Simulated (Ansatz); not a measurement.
# P2Ir (P2_1/c): G0W0 under other settings

Aim: change settings of a G0W0 run on P2Ir (P2_1/c) and see what moves.

Main program and level: Ansatz 0.2.0; G0W0 on LDA, plane waves, PAW.

This is a report of a sequence of runs, with most program output left out.

### Step 1. Starting point

The structure is monoclinic, space group P2_1/c (No. 14). The conventional cell has a = 5.772 Å, b = 5.807 Å, c = 5.872 Å, α = 90.00°, β = 111.25°, γ = 90.00°. Nearest to P lie 1 P at 2.22 Å and 3 Ir at 2.41 to 2.42 Å. P has 1 P at 2.22 Å and 3 Ir at 2.33 to 2.35 Å nearest. Nearest to Ir lie 6 P at 2.33 to 2.42 Å. Farther neighbours are not listed.

Structure file:

```cif
data_structure
_symmetry_space_group_name_H-M 'P 1'
_symmetry_Int_Tables_number 1
_cell_length_a 5.7723
_cell_length_b 5.8067
_cell_length_c 5.8725
_cell_angle_alpha 90.000
_cell_angle_beta 111.251
_cell_angle_gamma 90.000
_cell_volume 183.45
loop_
_atom_site_label
_atom_site_type_symbol
_atom_site_fract_x
_atom_site_fract_y
_atom_site_fract_z
_atom_site_occupancy
P1 P 0.15801 0.88188 0.87029 1
P2 P 0.84199 0.38188 0.62971 1
P3 P 0.84199 0.11812 0.12971 1
P4 P 0.15801 0.61812 0.37029 1
P5 P 0.33432 0.37721 0.18855 1
P6 P 0.66568 0.87721 0.31145 1
P7 P 0.66568 0.62279 0.81145 1
P8 P 0.33432 0.12279 0.68855 1
Ir9 Ir 0.27187 0.49883 0.79158 1
Ir10 Ir 0.72813 0.99883 0.70842 1
Ir11 Ir 0.72813 0.50117 0.20842 1
Ir12 Ir 0.27187 0.00117 0.29158 1
```

The cell and positions are those that the Materials Project relaxed with its own functionals (PBE, PBE+U or r2SCAN), kept fixed. Spin-orbit coupling is left out unless a step names it. The default PAW set here is soft_2. Its files were made with PBE.

### Step 2. The base run: 2×2×2 mesh, 391 empty bands, screening to 96 eV

Now the one-shot GW correction: screening in the RPA, then the self-energy of the levels asked for.

The input, input.yaml:

```yaml
crystal:
  lattice:
    - [5.7723350975, 0.0, 0.0]
    - [0.0, 5.80673151, 0.0]
    - [-2.1284997265, 0.0, 5.4731408836]
  atoms:
    - { symbol: P, position: [0.1580067, 0.88188186, 0.87028772] }
    - { symbol: P, position: [0.8419933, 0.38188186, 0.62971228] }
    - { symbol: P, position: [0.8419933, 0.11811814, 0.12971228] }
    - { symbol: P, position: [0.1580067, 0.61811814, 0.37028772] }
    - { symbol: P, position: [0.33432299, 0.37720527, 0.18854639] }
    - { symbol: P, position: [0.66567701, 0.87720527, 0.31145361] }
    - { symbol: P, position: [0.66567701, 0.62279473, 0.81145361] }
    - { symbol: P, position: [0.33432299, 0.12279473, 0.68854639] }
    - { symbol: Ir, position: [0.27186641, 0.49883041, 0.79157869] }
    - { symbol: Ir, position: [0.72813359, 0.99883041, 0.70842131] }
    - { symbol: Ir, position: [0.72813359, 0.50116959, 0.20842131] }
    - { symbol: Ir, position: [0.27186641, 0.00116959, 0.29157869] }
kpoints:
  mp_grid: { grid: [2, 2, 2] }
hamiltonian:
  xc: lda
scf:
  occupations: { method: fixed }
gw:
  n_empty_bands: 391
  ecut_chi: 96
  qp_bands: [v4, c4]
  qp_kpoints: band_edges
  screening: { model: contour_deformation }
```

On the command line:

```bash
> ansatz run input.yaml --threads 24 --pin off --max-ram 82944MiB --backend cuda --events-out ev --progress --plain --runs-dir out --devices 1 --max-vram 78GiB
```

It took 2.8 s on 1 × NVIDIA GB200 (shared by 2 runs) with 24 threads of Arm Neoverse V2, shared host; peak memory 1.7 GiB; 10 s of CPU time.

Numbers from this step:

```
bands summed                                 : 445
RPA ε∞ on this mesh (eigenvalues)            : 17.62, 19.47, 21.59
plane waves in the screening matrix          : 399
q-points in the mesh                         : 8
G0W0 gap on the mesh                         : 1.130 eV
k of the valence top                         : -0.5, -0.5, -0.5
k of the conduction bottom                   : 0, 0, 0
starting gap on the mesh                     : 0.6036 eV
Z at the valence top                         : 0.7782
Z at the conduction bottom                   : 0.7649
least direct G0W0 gap on the computed points : 1.999 eV
```

The gap on the mesh goes from 0.60 eV to 1.13 eV, a correction of +0.53 eV. Between the two edge states, bare exchange in place of the xc potential would open the gap by 4.86 eV, and correlation takes back 4.33 eV.

### Step 3. Variant: all filled levels at the zone centre

input.yaml, as its differences from that of step 2:

```diff
@@ -25,6 +25,6 @@
 gw:
-  n_empty_bands: 391
-  ecut_chi: 96
-  qp_bands: [v4, c4]
-  qp_kpoints: band_edges
+  n_empty_bands: 416
+  ecut_chi: 100
+  qp_bands: [lowest, c2]
+  qp_kpoints: [[0, 0, 0]]
   screening: { model: contour_deformation }
```

Wall time 3.5 s (1 × NVIDIA GB200 (shared by 2 runs) with 24 threads); peak memory 1.7 GiB.

Absolute levels on the run's own zero. QP, by row, the first 40 of 56 rows:

```
k index  band  KS (eV)  Sigma_x (eV)  Sigma_c (eV)  Vxc (eV)       Z  QP linearised (eV)  QP (eV)  source                        doubts
      0     1   -78.64        -61.21            17    -42.75  0.5923              -80.22   -80.09    root  z_under_floor,energies_apart
      0     2   -78.64        -61.21            17    -42.75  0.5923              -80.22   -80.09    root  z_under_floor,energies_apart
      0     3   -78.63        -61.21         16.99    -42.76  0.5921              -80.22   -80.09    root  z_under_floor,energies_apart
      0     4   -78.63        -61.21         16.99    -42.76  0.5921              -80.22   -80.09    root  z_under_floor,energies_apart
      0     5    -35.6        -49.47         12.26    -36.41  0.6129              -36.43    -36.4    root                              
      0     6    -35.6        -49.47         12.26    -36.41   0.613              -36.43    -36.4    root                              
      0     7   -35.52        -49.52         12.14     -36.5  0.6233              -36.44    -36.4    root                              
      0     8   -35.52        -49.53         12.15     -36.5   0.623              -36.43    -36.4    root                              
      0     9   -35.51        -49.55         12.14    -36.53   0.623              -36.42   -36.38    root                              
      0    10   -35.51        -49.55         12.14    -36.53   0.623              -36.42   -36.38    root                              
      0    11   -35.47        -49.57         12.15    -36.61  0.6171              -36.32   -36.29    root                              
      0    12   -35.47        -49.58         12.16    -36.61  0.6169              -36.31   -36.28    root                              
      0    13   -35.37        -49.65         12.22    -36.54  0.6234              -36.31   -36.27    root                              
      0    14   -35.37        -49.67         12.23    -36.55  0.6231               -36.3   -36.26    root                              
      0    15   -35.36        -49.68         12.22    -36.56  0.6236               -36.3   -36.26    root                              
      0    16   -35.36        -49.68         12.22    -36.56  0.6236               -36.3   -36.26    root                              
      0    17  -0.5355           -22         7.605    -14.38  0.6828             -0.5497  -0.5497    root                              
      0    18    1.635        -22.36         6.714    -15.58  0.7042               1.567    1.567    root                              
      0    19    1.748        -22.48          6.66    -15.75  0.6952               1.679    1.679    root                              
      0    20     1.79        -22.49         6.648    -15.77  0.6988                1.72     1.72    root                              
      0    21    4.315        -20.69         5.436     -15.1  0.7135               4.167    4.167    root                              
      0    22     4.81        -20.86         5.147    -15.58  0.7241                4.67     4.67    root                              
      0    23    5.024        -20.81         5.039    -15.64  0.7247               4.885    4.885    root                              
      0    24     5.09        -20.94         5.072    -15.72  0.7234               4.947    4.947    root                              
      0    25    6.494         -20.3          4.62    -15.69  0.7429               6.499    6.499    root                              
      0    26    7.457        -21.27         4.565    -16.75  0.7209               7.496    7.496    root                              
      0    27    7.467        -21.26         4.572    -16.72  0.7246               7.499    7.499    root                              
      0    28    7.483         -21.1         4.533    -16.58  0.7185               7.493    7.493    root                              
      0    29    7.746        -23.22         4.275    -19.09  0.7091               7.899    7.899    root                              
      0    30    8.504        -23.58         4.016    -19.69  0.7193               8.632    8.633    root                              
      0    31    8.544        -23.21         3.997    -19.34  0.7197               8.665    8.666    root                              
      0    32    8.848        -18.28         3.196    -14.98  0.7435               8.749    8.749    root                              
      0    33    8.919        -19.21         3.356     -15.8  0.7384               8.862    8.862    root                              
      0    34    9.076        -20.32         3.548    -16.78   0.725               9.077    9.077    root                              
      0    35    9.199        -21.58         3.611    -17.99  0.7271               9.223    9.223    root                              
      0    36    9.242        -20.91         3.516    -17.42  0.7281               9.268    9.268    root                              
      0    37    9.737        -23.31         3.279    -20.18  0.7281               9.891    9.891    root                              
      0    38    9.975        -22.88         3.362    -19.64  0.7316               10.09    10.09    root                              
      0    39    10.06        -21.32         3.112    -18.29  0.7366               10.14    10.14    root                              
      0    40    10.21        -18.22         2.646    -15.51  0.7437               10.15    10.15    root
```

Against the base:

```
              setting        base       variant
          empty bands         391           416
screening cutoff (eV)          96           100
         levels asked    v4 to c4  lowest to c2
         points asked  band edges   [[0, 0, 0]]
```

### Step 4. Variant: larger pair-density box

input.yaml, as its differences from that of step 3:

```diff
@@ -27,4 +27,5 @@
   ecut_chi: 100
-  qp_bands: [lowest, c2]
-  qp_kpoints: [[0, 0, 0]]
+  qp_bands: [v4, c4]
+  qp_kpoints: band_edges
   screening: { model: contour_deformation }
+  ecutfock_ratio: 2
```

It took 3.5 s on 1 × NVIDIA GB200 (shared by 2 runs) with 24 threads; peak memory 1.8 GiB; 11 s of CPU time.

The G0W0 gap on the mesh is 1.137 eV.

Against the base:

```csv
setting,base,variant
empty bands,391,416
screening cutoff (eV),96,100
ecutfock ratio,-,2
```

```
                                    quantity  variant   base
                    starting gap on the mesh    0.604  0.604
                        G0W0 gap on the mesh    1.137  1.130
least direct G0W0 gap on the computed points    2.003  1.999
                        Z at the valence top    0.778  0.778
                  Z at the conduction bottom    0.765  0.765
```

### Step 5. What came out

| Quantity | Value |
| --- | --- |
| base | 1.13 eV, 2.8 s |
| all filled levels at the zone centre | direct gap at the listed points 2.23 eV, 3.5 s |
| larger pair-density box | 1.14 eV, 3.5 s |

What this shows: All filled levels at the zone centre: only the listed points were computed; the least direct gap there is 2.23 eV, with empty bands, screening cutoff, levels asked and points asked changed against the base. Larger pair-density box: the gap moves by +0.01 eV. The variant differs from the base in empty bands, screening cutoff and ecutfock ratio together, so the change can't be laid to one of them. All runs here use a coarse mesh and modest cutoffs; they test settings and are not final values. The 2×2×2 mesh is coarse for this cell (its supercell is 12 Å along the shortest edge). The RPA ε∞ on it, from the LDA start, is 17.62, 19.47 and 21.59; such meshes misread the long-range screening, most where the gap is narrow. The runs have no spin polarisation. For a closed low-spin shell that is the natural state; where a d or f shell is open it is a constraint, and the gap is then not the crystal's own. With d states at the gap, one-shot GW leans hard on its start. The many-body steps are scalar-relativistic: spin-orbit coupling is not in them.

[Paths, hosts, dates, memory and timing lines, banners, echoed tables and standing remarks are left out of the program output.]

[Logs are printed without paths, hosts, clocks, repeated set-up lines and the standing remarks that a program may print on its own settings, such as how far it seeks lower states.]

[Runs of the session that timed out or met a known fault of the program may be left out.]

[Cells called generated may have been cut or substituted from an entry of the Crystallography Open Database or the Materials Project.]

[Hosts, paths, dates, database ids (printed as entryN), source tags and the programs' standing remarks are cut or masked in the printed files.]
